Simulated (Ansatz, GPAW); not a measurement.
# Screening of a field by a 5-layer slab of Ag(110), part 2 of 2

How does a 5-layer slab of Ag(110) screen a perpendicular field?

GPAW 26.7.0 and Ansatz 0.2.0; Ansatz plane waves; slab in vacuum with a dipole correction, relaxation (the session's first sound run).

So far. Step 8 (Field on): The dipole is now 0.0561 e Å, against -6.6e-4 in the run without a field. Step 9 (In a field): The dipole is now 0.113 e Å, against -6.6e-4 in the run without a field.

## (10) Field on

File run.py:

```python
import json
import numpy as np
from ase import Atoms
from gpaw import GPAW, PW
from gpaw.external import ConstantElectricField

slab = Atoms(
    ['Ag', 'Ag', 'Ag', 'Ag', 'Ag'],
    positions=[
        [0.00000, 0.00000, 7.00000],
        [2.04500, 1.44603, 8.44603],
        [0.00000, 0.00000, 9.93640],
        [2.04500, 1.44603, 11.45504],
        [0.00000, 0.00000, 12.84791]],
    cell=[[4.09, 0.0, 0.0], [0.0, 2.89207, 0.0], [0.0, 0.0, 19.78413]],
    pbc=[True, True, False])

slab.calc = GPAW(mode=PW(400), xc='PBE', kpts={'size': (8, 11, 1), 'gamma': True},
                 occupations={'name': 'fermi-dirac', 'width': 0.1}, nbands='140%',
                 convergence={'density': 1e-05}, maxiter=200,
                 poissonsolver={'dipolelayer': 'xy'},
                 external=ConstantElectricField(0.3, [0, 0, 1]),
                 symmetry={'tolerance': 1e-3}, txt='slab.txt')
result = {}
energy = slab.get_potential_energy()
fermi = slab.calc.get_fermi_level()
v = slab.calc.get_electrostatic_potential().mean((0, 1)) - fermi
n = slab.calc.get_pseudo_density().mean((0, 1))
L = slab.cell[2, 2]
z = np.arange(len(v)) * L / len(v)
low, high = slab.positions[:, 2].min(), slab.positions[:, 2].max()
below, above = np.interp([low - 4.8, high + 4.8], z, v)
slopes = [np.interp(x, z, np.gradient(v, z)) for x in (low - 4.8, high + 4.8)]
eps = np.array([[slab.calc.get_eigenvalues(k, s) for k in range(len(slab.calc.get_ibz_k_points()))]
                for s in range(slab.calc.get_number_of_spins())]) - fermi
top, bottom = eps[eps < 0].max(), eps[eps > 0].min()
dipole = slab.get_dipole_moment()[2]
print(f'energy {energy:.4f} eV, Fermi level {fermi:.4f} eV, dipole {dipole:.5f} e A')
print(f'potential 4.8 A off the faces, from the Fermi level: lower {below:.4f} eV, upper {above:.4f} eV')
print(f'slope of the potential there: lower {slopes[0]:.5f}, upper {slopes[1]:.5f} eV/A')
print(f'nearest levels on the mesh: {top:.4f} and {bottom:.4f} eV')
print('magnetic moment', round(slab.get_magnetic_moment(), 3))
result.update(energy=energy, fermi=fermi, dipole=dipole, below=below, above=above, slopes=slopes, edges=[top, bottom],
              z=z.tolist(), v=v.tolist(), n=n.tolist(), positions=slab.positions.tolist(),
              forces=slab.get_forces(apply_constraint=False).tolist(), moments=slab.get_magnetic_moments().tolist())
json.dump(result, open('result.json', 'w'))
```

Launch:

```sh
> OMP_NUM_THREADS=1 OPENBLAS_NUM_THREADS=1 python run.py
```

Elapsed: 2.1 min, on 1 thread of Intel Xeon Platinum 8488C (Sapphire Rapids), shared host; peak memory 0.42 GiB.

The electrostatic potential energy of an electron (without an applied field's), less the Fermi level, planar mean oscillates, so the rows of the table below give means over windows of 1.49 Å about each position, cut where the curve ends. Its maxima inside the range that stand out by 2 % of the span (Å: eV): 1.3: 5.48, 7.7: -3.89, 9.2: -3.97, 10.7: -4.12, 12.2: -5.90. Its minima: 7.0: -10.5, 8.4: -11.4, 9.9: -11.7, 11.4: -12.3, 12.9: -12.3.

Table of electrostatic potential energy of an electron (without an applied field's), less the Fermi level, planar mean by z; means over each step:

z (Å), electrostatic potential energy of an electron (without an applied field's), less the Fermi level, planar mean (eV) and a bar from the least value:
```
     0.74        5.3 ##############################
     2.23        5.5 ##############################
     3.72        5.5 ##############################
     5.21        4.9 #############################
     6.70       -4.8 ########
     8.19       -7.5 ##
     9.68       -7.8 ##
    11.17       -8.2 #
    12.66       -8.6 
    14.15        1.2 #####################
    15.64        2.8 ########################
    17.13        2.9 ########################
    18.62        2.9 ########################
```

The dipole is now 0.170 e Å, against -6.6e-4 in the run without a field.

## (11) The series

The members are put on one axis.

This step: induced dipole against applied field (GPAW 26.7.0).

Table of dipole along the normal by field:

| field (V/Å) | dipole along the normal (e·Å) |
| --- | --- |
| -0.200 | -0.115 |
| -0.100 | -0.0576 |
| -0.050 | -0.0292 |
| 0.000 | -6.6e-4 |
| 0.050 | 0.0279 |
| 0.100 | 0.0561 |
| 0.200 | 0.113 |
| 0.300 | 0.170 |

## (12) A changed run

One more run, with changed settings.

This step: GPAW, PAW setups; slab in vacuum (GPAW 26.7.0).

run.py: that of step 10 with these lines changed.

```diff
@@ -3,4 +3,3 @@
 from ase import Atoms
-from gpaw import GPAW, PW
-from gpaw.external import ConstantElectricField
+from gpaw import GPAW
 
@@ -17,7 +16,6 @@
 
-slab.calc = GPAW(mode=PW(400), xc='PBE', kpts={'size': (8, 11, 1), 'gamma': True},
+slab.calc = GPAW(mode='fd', h=0.4, xc='PBE', kpts={'size': (8, 11, 1), 'gamma': True},
                  occupations={'name': 'fermi-dirac', 'width': 0.1}, nbands='140%',
-                 convergence={'density': 1e-05}, maxiter=200,
+                 convergence={'density': 1e-05}, maxiter=50,
                  poissonsolver={'dipolelayer': 'xy'},
-                 external=ConstantElectricField(0.3, [0, 0, 1]),
                  symmetry={'tolerance': 1e-3}, txt='slab.txt')
```

The job ended after 86 s (1 thread; peak memory 0.3 GiB).

The run finished. A setting was moved off its sound value on purpose, so it serves as a test and not as the result.

The fault put into the input: a grid far too coarse (mode = "fd" and h = 0.4).

Side by side:

| quantity | this run | sound run | difference |
| --- | --- | --- | --- |
| upper work function (eV) | 4.1429 | 4.1799 | -0.0370 |
| lower work function (eV) | 4.1710 | 4.1688 | 0.00221 |

The two runs differ clearly in the upper work function: 4.14 eV against 4.18 eV.

## (13) Outcome

| Item | Value |
| --- | --- |
| work function, upper and lower face | 4.180 and 4.169 eV |
| dipole along the normal | -6.6e-4 e Å |
| induced dipole per field | 0.569 e Å per V/Å |
| out-of-plane polarisability per area, α/(ε0 A) | 8.71 Å |

In words: The field induces 0.569 e Å per V/Å, a polarisable thickness α/(ε0 A) of 8.71 Å beside 5.85 Å between the outermost nuclei. A perfect conductor would give the distance between its two image planes; a dielectric of thickness t gives t(1 - 1/ε). The measured value for this face is 4.1 eV (as compiled in "Anisotropic work function of elemental crystals", 2019, arxiv:1902.07811); the relaxed upper face lies 0.080 eV over it with PBE. Measured work functions scatter by a tenth of an eV or more between methods. The induced dipole is linear in the field over this range. The small printed dipole stands for a step of 10 meV from the lower to the upper face, and the probes find 11 meV; values this small are near the numerical noise of both. The slab is only 5.8 Å thick between its outer nuclei, so the values belong to this film more than to the surface of the bulk metal. The in-plane lattice was kept as typed, which isn't the functional's own and leaves some strain; spin-orbit coupling and temperature are left out.

[Logs are printed without paths, hosts, clocks, repeated set-up lines and the standing remarks that a program may print on its own settings, such as how far it seeks lower states.]

[Hosts, paths, dates, database ids (printed as entryN), source tags and the programs' standing remarks are cut or masked in the printed files.]
